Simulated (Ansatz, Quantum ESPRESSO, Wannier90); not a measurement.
# Ballistic channels from Wannier functions: straight Au chain, spacing 2.42 Å, part 5 of 5

Aim: a Wannier model and the conductance steps that follow from it, for this wire: straight Au chain, spacing 2.42 Å.

Quantum ESPRESSO 7.5 and Wannier90 3.1.0; plane-wave DFT, PBE, GBRV ultrasoft pseudopotentials; cross-check by Ansatz 0.2.0 with PAW datasets.

So far. Step 2 (Self-consistent run): The run needed 8 iterations to bring the estimated error under 1e-07 Ry. Step 6 (Wannier functions and transport): Bands and channels are those of the Wannier model: bands that were not projected, and all outside the frozen window, are missing or only approximate.

### Step 12. Localisation, bands and conductance, with dis_froz_max − E_F = 9.0

Level of this step: maximally localised Wannier functions and ballistic conductance; plane-wave DFT, PBE, GBRV ultrasoft pseudopotentials (Wannier90).

One more run, with a changed input.

wan_bad.win reads:

```
num_wann = 6
num_bands = 17
num_iter = 200
num_print_cycles = 20
conv_tol = 1e-8
conv_window = 5
guiding_centres = true
dis_num_iter = 1500
dis_conv_tol = 1e-8
dis_win_min = -15.1039
dis_win_max = 4.8961
dis_froz_max = 4.8961
search_shells = 120
fermi_energy = -4.1039

transport = true
transport_mode = bulk
one_dim_axis = z
dist_cutoff = 16.83
dist_cutoff_mode = one_dim
tran_win_min = -4.0
tran_win_max = 2.0
tran_energy_step = 0.02

bands_plot = true
bands_num_points = 96
begin kpoint_path
G 0.0 0.0 0.0 Z 0.0 0.0 0.5
end kpoint_path

begin projections
Au:s;d
end projections

begin unit_cell_cart
ang
  8.0000000000 0.0000000000 0.0000000000
  0.0000000000 8.0000000000 0.0000000000
  0.0000000000 0.0000000000 2.4180000000
end unit_cell_cart

begin atoms_frac
  Au 0.0000000000 0.0000000000 0.0000000000
end atoms_frac

mp_grid = 1 1 14
begin kpoints
  0.0 0.0 0.0000000000
  0.0 0.0 0.0714285714
  0.0 0.0 0.1428571429
  0.0 0.0 0.2142857143
  0.0 0.0 0.2857142857
  0.0 0.0 0.3571428571
  0.0 0.0 0.4285714286
  0.0 0.0 0.5000000000
  0.0 0.0 0.5714285714
  0.0 0.0 0.6428571429
  0.0 0.0 0.7142857143
  0.0 0.0 0.7857142857
  0.0 0.0 0.8571428571
  0.0 0.0 0.9285714286
end kpoints
```

Launch:

```
> OMP_NUM_THREADS=1 wannier90.x wan_bad > wan_bad.run.log
```

Numbers of over 12 decimals in the logs are rounded to 6 here.

Log:

```text
[banner, memory and clock lines left out]
+---------------------------------------------------+
             |                                                   |
             |                   WANNIER90                       |
             |                                                   |
             +---------------------------------------------------+
             |                                                   |
             |        Welcome to the Maximally-Localized         |
             |        Generalized Wannier Functions code         |
[...]
|  Wannier90 Developer Group:                       |
             |    Giovanni Pizzi    (EPFL)                       |
             |    Valerio Vitale    (Cambridge)                  |
             |    David Vanderbilt  (Rutgers University)         |
             |    Nicola Marzari    (EPFL)                       |
             |    Ivo Souza         (Universidad del Pais Vasco) |
             |    Arash A. Mostofi  (Imperial College London)    |
             |    Jonathan R. Yates (University of Oxford)       |
[...]
|  For the full list of Wannier90 3.x authors,      |
             |  please check the code documentation and the      |
             |  README on the GitHub page of the code            |
[...]
|  [ref] "Wannier90 as a community code:            |
             |        new features and applications",            |
             |        165902 (2020).                             |
[...]
|  in any publications arising from the use of      |
[...]
|  [ref] "Maximally Localized Generalised Wannier   |
             |         Functions for Composite Energy Bands"     |
             |         N. Marzari and D. Vanderbilt              |
             |         Phys. Rev. B 56 12847 (1997)              |
[...]
|  [ref] "Maximally Localized Wannier Functions     |
             |         for Entangled Energy Bands"               |
             |         I. Souza, N. Marzari and D. Vanderbilt    |
             |         Phys. Rev. B 65 035109 (2001)             |
[...]
| Copyright (c) 1996-2020                           |
             |        The Wannier90 Developer Group and          |
             |        individual contributors                    |
[...]
|      Release: 3.1.0        5th March    2020      |
[...]
| This program is free software; you can            |
             | redistribute it and/or modify it under the terms  |
             | of the GNU General Public License as published by |
             | the Free Software Foundation; either version 2 of |
[...]
|                          1               2                                 |
 |                          5               4                                 |
[...]
| Completeness relation is fully satisfied [Eq. (B1), PRB 56, 12847 (1997)]  |
[...]
|                  b_k Vectors (Ang^-1) and Weights (Ang^2)                  |
 |                  ----------------------------------------                  |
 |            No.         b_k(x)      b_k(y)      b_k(z)        w_b           |
 |            ---        --------------------------------     --------        |
 |             1         0.000000    0.000000    0.185608    14.513726        |
 |             2         0.000000    0.000000   -0.185608    14.513726        |
 |             3         0.785398    0.000000    0.000000     0.810569        |
 |             4         0.000000    0.785398    0.000000     0.810569        |
 |             5         0.000000   -0.785398    0.000000     0.810569        |
 |             6        -0.785398    0.000000    0.000000     0.810569        |
[...]
|                           b_k Directions (Ang^-1)                          |
 |                           -----------------------                          |
 |            No.           x           y           z                         |
 |            ---        --------------------------------                     |
 |             1         0.000000    0.000000    0.185608                     |
 |             2         0.785398    0.000000    0.000000                     |
 |             3         0.000000    0.785398    0.000000                     |
[...]
Time to get kmesh              0.016 (sec)
 *============================================================================*
 |                              MEMORY ESTIMATE                               |
 |         Maximum RAM allocated during each phase of the calculation         |
 *============================================================================*
 |                        Disentanglement            0.57 Mb                  |
 |                            Wannierise:            0.18 Mb                  |
 |                          plot_wannier:            0.18 Mb                  |
 *----------------------------------------------------------------------------*

 Starting a new Wannier90 calculation ...

 Reading overlaps from wan_bad.mmn    :  Created on   at 18:58:51

 Reading projections from wan_bad.amn :  Created on   at 18:58:49

 Time to read overlaps          0.022 (sec)

 *------------------------------- DISENTANGLE --------------------------------*
 +----------------------------------------------------------------------------+
 |                              Energy  Windows                               |
 |                              ---------------                               |
 |                   Outer:  -15.10390  to    4.89610  (eV)                   |
 |                   Inner:  -15.10390  to    4.89610  (eV)                   |
 +----------------------------------------------------------------------------+
 ERROR AT K-POINT    1 THERE ARE 13 BANDS INSIDE THE INNER WINDOW AND ONLY 6 TARGET BANDS
BANDS: (eV) -10.38551   -5.99446   -5.99315   -5.64722   -4.06176   -4.06176   -0.16298   -0.16298    1.69902    2.98191
   4.55488    4.55488    4.83857
 Exiting.......
 dis_windows: More states in the frozen window than target WFs
[the rest left out]
[key lines of the parts left out:]
|  Fermi energy (eV)                         :            -4.104             |
```

Wall time 0.92 s (1 MPI rank of AMD EPYC 7R43, shared host); peak memory 0.08 GiB.

The input was rejected at the start.

The fault put into the input: a frozen window with more states than Wannier functions (dis_froz_max − E_F = 9.0).

The frozen window can't hold more states than there are functions: narrow it or add projections.

### Step 13. Cross-check with Ansatz

A second code with its own PAW datasets, on the same atoms.

Level of this step: plane-wave DFT, PBE, Ansatz PAW (Ansatz 0.2.0).

System of this step: straight Au chain, spacing 2.42 Å, 2 periods. The cell holds 2 atoms: 2 Au. Cell: a = 8.000 Å, b = 8.000 Å, c = 4.836 Å, α = 90.0°, β = 90.0°, γ = 90.0°. Vacuum lies along a and b. The structure's axis is c.

input.yaml reads:

```yaml
crystal:
  lattice:
    - [8.0, 0.0, 0.0]
    - [0.0, 8.0, 0.0]
    - [0.0, 0.0, 4.836]
  atoms:
    - { symbol: Au, position: [0.0, 0.0, 0.0] }
    - { symbol: Au, position: [0.0, 0.0, 0.5] }
kpoints:
  mp_grid: { grid: [1, 1, 14] }
hamiltonian:
  xc: pbe
scf:
  occupations: { method: fermi_dirac, width: 0.05 }
  convergence: { dr2_threshold: 1.0e-08 }
output:
  transmission:
    leads: [[0, 0]]
    e_range: [-4.0, 2.0]
    de: 0.05
    kmesh: [1, 1]
    reduced_basis: true
```

Launch:

```
> ansatz run input.yaml --threads 2 --pin off --max-ram 4096MiB --backend cpu --events-out ev --progress --plain --runs-dir out
```

Log:

```text
Engine: ansatz 0.2.0, x86_64-unknown-linux-gnu
Pseudopotentials: kind: paw
Pseudopotential: Au, paw, valence charge 19, recommended cutoff 420 eV (normal), Au.paw.azcp
Functional definition: PBE
  parameter kappa = 0.804
  parameter beta = 0.066725
  exchange = pbe_x(kappa = kappa, mu = beta*pi^2/3)
  correlation = pbe_c(beta = beta)
Crystal: 2 atoms, lattice volume = 309.504 Å³
Basis set: ecut = 420 eV, 6009 PW (Γ)
Bands: 23, of which v1, the nominal top of the filled ones, is band 19 counted from 1 (18 counted from 0)
Symmetry: 32 space group operations
Space group: P4/mmm (ITA 123), of the structure as read, at distance tolerance 6.8e-5 Å
k-points: 8 of 14
Non-local potential: Au, projectors of the file, l = 0: 3, l = 1: 2, l = 2: 2, l = 3: 1
PAW form: soft (Blöchl's): semilocal exchange-correlation on the pseudo side does not see the compensation charge
PAW one-centre angular grid: Au, 590 points (default); XC on 64 Gauss nodes
Initial density: superposition of atomic densities (neutral atoms: chi_scale 0, normalization atom), corrected by the library's trained network
Initial wavefunctions: pseudopotential atomic-orbital guess
Functional: x = pbe(κ = 0.804, μ = 0.219515), c = pbe(β = 0.066725)
SCF iter   1: F=—  HF=-26295.443587 eV  |F-HF|=—  |Δ(HF+E_count)|=         —  Δρ=2.31e-3  dr2=5.73e-3  ethr=1.77e-3  ⟨swp⟩=6.4  Hψ=903  notcnv=0
preconditioner: auto → LDOS  [metal: Δε(μ)=0.087 eV  Ē_g=6.690 eV  σ=0.050 eV  W_gap=0.41  n_scr=38 (ndim 8)  ℏωp=9.9 eV  f_vac=0.745  D(μ)=4.74/eV (n_scr^D=22)  β→1.0]
SCF iter   2: F=—  HF=-26295.447619 eV  |F-HF|=—  |Δ(HF+E_count)|=   4.03e-3  Δρ=7.78e-4  dr2=1.57e-3  ethr=1.51e-5  ⟨swp⟩=2.9  Hψ=411  notcnv=0
SCF iter   3: F=—  HF=-26295.447542 eV  |F-HF|=—  |Δ(HF+E_count)|=   7.73e-5  Δρ=3.49e-4  dr2=3.61e-4  ethr=4.13e-6  ⟨swp⟩=2.1  Hψ=345  notcnv=0
SCF iter   4: F=—  HF=-26295.447488 eV  |F-HF|=—  |Δ(HF+E_count)|=   5.36e-5  Δρ=9.18e-5  dr2=2.43e-5  ethr=9.50e-7  ⟨swp⟩=2.8  Hψ=289  notcnv=0
SCF iter   5: F=—  HF=-26295.447488 eV  |F-HF|=—  |Δ(HF+E_count)|=   4.43e-7  Δρ=1.65e-5  dr2=8.77e-7  ethr=6.40e-8  ⟨swp⟩=2.6  Hψ=324  notcnv=0
SCF iter   6: F=—  HF=-26295.447585 eV  |F-HF|=—  |Δ(HF+E_count)|=   9.73e-5  Δρ=2.27e-6  dr2=2.01e-8  ethr=2.31e-9  ⟨swp⟩=2.1  Hψ=268  notcnv=0
SCF iter   7: F=-26295.447585 eV  HF=-26295.447585 eV  |F-HF|=4.00e-11  |Δ(HF+E_count)|=   8.11e-9  Δρ=2.46e-7  dr2=1.99e-10  ethr=2.63e-11  ⟨swp⟩=4.6  Hψ=525  notcnv=0
SCF 1 converged in 7 iterations: F = -26295.447585 eV  dr2 = 1.99e-10
  greatest PAW one-centre occupation: 1.000 electrons in one spin orbital (limit 2), on the Au atom at site 1 (counted from 0), in its partial waves of l = 0
transmission: 6 of 36 steps passed
transmission: 12 of 36 steps passed
[...]
transmission: 36 of 36 steps passed
SCF converged after 7 iterations
Free energy (F): -26295.447585 eV
Harris-Foulkes:  -26295.447585 eV  (|F-HF|=4.00e-11)
Internal energy: -26295.411715 eV  (E = F + TS)
E sigma→0 (E₀):  -26295.429650 eV
Entropy (-TS):   -0.035870 eV (-17.935 meV/atom)
Fermi energy:    -3.532216 eV
--- Per-component energies (eV) ---
  E_band       = -1251.117809
  E_kinetic    = 1213.707257
  E_local      = -12260.536470  (includes V_loc(G=0)·N_el)
  E_nonlocal   = 148.659705
  E_hartree    = 5460.606383
  E_xc         = -453.831931
  E_vxc        = -546.908796  (∫ρ·V_xc dr)
  E_paw        = -19415.257170  (= ΣΔE_a)
  E_vpaw       = -727.253303  (= ΣTr[D̂ρ^β])
  E_aug_tail   = 0.002800  (compensation charges beyond the density's cutoff)
  E_ewald      = -988.762289
  E_smearing   = -0.035870  (= −TS)
  E_closure    = -0.000000  (closes the sum)
  Σ components = -26295.447585   (vs F -26295.447585, Δ=0.00e0)
--- Band table (eV; the first three rows and the last of 8) ---
  k-point 0: bands = [... 15 lower, -4.6672, -3.7179, -3.4935, -3.4935, 0.3801, 0.3801, 1.5639, 2.2540]
  k-point 1: bands = [... 15 lower, -4.6782, -3.7591, -3.5812, -3.5812, 0.4585, 0.4585, 1.0664, 2.2857]
  k-point 2: bands = [... 15 lower, -4.7104, -3.8842, -3.8228, -3.8228, 0.0527, 0.6753, 0.6753, 2.3808]
  k-point 7: bands = [... 15 lower, -5.0877, -5.0869, -5.0869, -4.0132, -4.0132, 2.8156, 2.8156, 2.8156]
--- Transmission ---
  basis      : 561 plane waves across, 6 finite elements along
  points     : 1, standing for a mesh of 1 x 1
  energies   : 121 from -4.000000 to 2.000000 eV about the Fermi level, 0.050000 eV apart; the leads are filled to 0.000000 eV, and channels, transmission and decay are at 0.000000 eV
  crystal 0  : Au2, at the sites [0, 0], period 4.8360 Å: whole cells are its period
    offset         : up to 0.0000 Å between an atom of the period and one for which it stands
    channels       : 3.000000e0 a spin
    conductance    : none, the energies end too early or step too widely for 300 K: set another output.transmission.e_range or a lower de, or, where they end at an eighth of basis.ecutwfc, a higher one
```

Run time: 21 s. Hardware: 2 threads; peak memory 0.51 GiB; 39 s of CPU time.

This step gave:

```
free energy                                : -26295.4476 eV
energy at zero smearing                    : -26295.4296 eV
smearing term TS                           : 0.03587 eV
Fermi energy                               : -3.532 eV
symmetry operations                        : 32
lead channels at the Fermi level, one spin : 3
```

Per spin. Open channels against energy, zero at the Fermi level:

```
energy (eV)  open channels
     -4.000              1
     -3.800              3
     -3.600              3
     -3.400              3
     -3.200              3
     -3.000              3
     -2.800              3
     -2.600              3
     -2.400              3
     -2.200              3
     -2.000              3
     -1.800              5
     -1.600              5
     -1.400              6
     -1.200              6
     -1.000              4
     -0.800              4
     -0.600              4
     -0.400              4
     -0.200              4
      0.000              3
      0.200              1
      0.400              1
      0.600              1
      0.800              1
      1.000              1
      1.200              1
      1.400              1
      1.600              1
      1.800              1
      2.000              1
```

### Step 14. Worked from the printed numbers

3 channels × 77.48 µS = 232 µS, a two-terminal resistance of 12.906/3 = 4.30 kΩ whatever the wire's length, as long as nothing scatters.

### Step 15. Summary of results

```
open channels at the Fermi level, per spin : 3
total spread                               : 6.61 Å²
gauge-invariant spread                     : 6.27 Å²
largest band misfit in the frozen window   : 0.0291 eV
channels at the Fermi level by Ansatz      : 3
```

**Reading.** The wire offers 3 channels per spin at the Fermi level. Between -4 and 1.5 eV the channel count from Wannier functions equals that from Ansatz's layer matching at 95 % of the energies; outside the frozen window the Wannier bands are not held to the plane-wave ones. A band edge of the lead lies within 0.06 eV of the Fermi level, so the channel count there hangs on small shifts and on temperature. Each plane-wave level in the frozen window has a Wannier level within 0.03 eV; this test doesn't see extra bands that a model may add. The wire is perfect, so the conductance only counts bands: each channel, with its partner of the other spin, carries G₀ = 2e²/h. It was run without spin polarisation, which was not tested. Spin-orbit coupling is left out; depending on the atoms that carry the levels of interest, it can split and shift them by tenths of an eV to an eV or more.

[Logs are printed without paths, hosts, clocks, repeated set-up lines and the standing remarks that a program may print on its own settings, such as how far it seeks lower states.]

[Hosts, paths, dates, database ids (printed as entryN), source tags and the programs' standing remarks are cut or masked in the printed files.]

[Maps of the electrostatic potential energy from Ansatz leave out the sawtooth potential of an applied field or a dipole correction, so their vacuum need not be flat; planar profiles and work functions include it.]
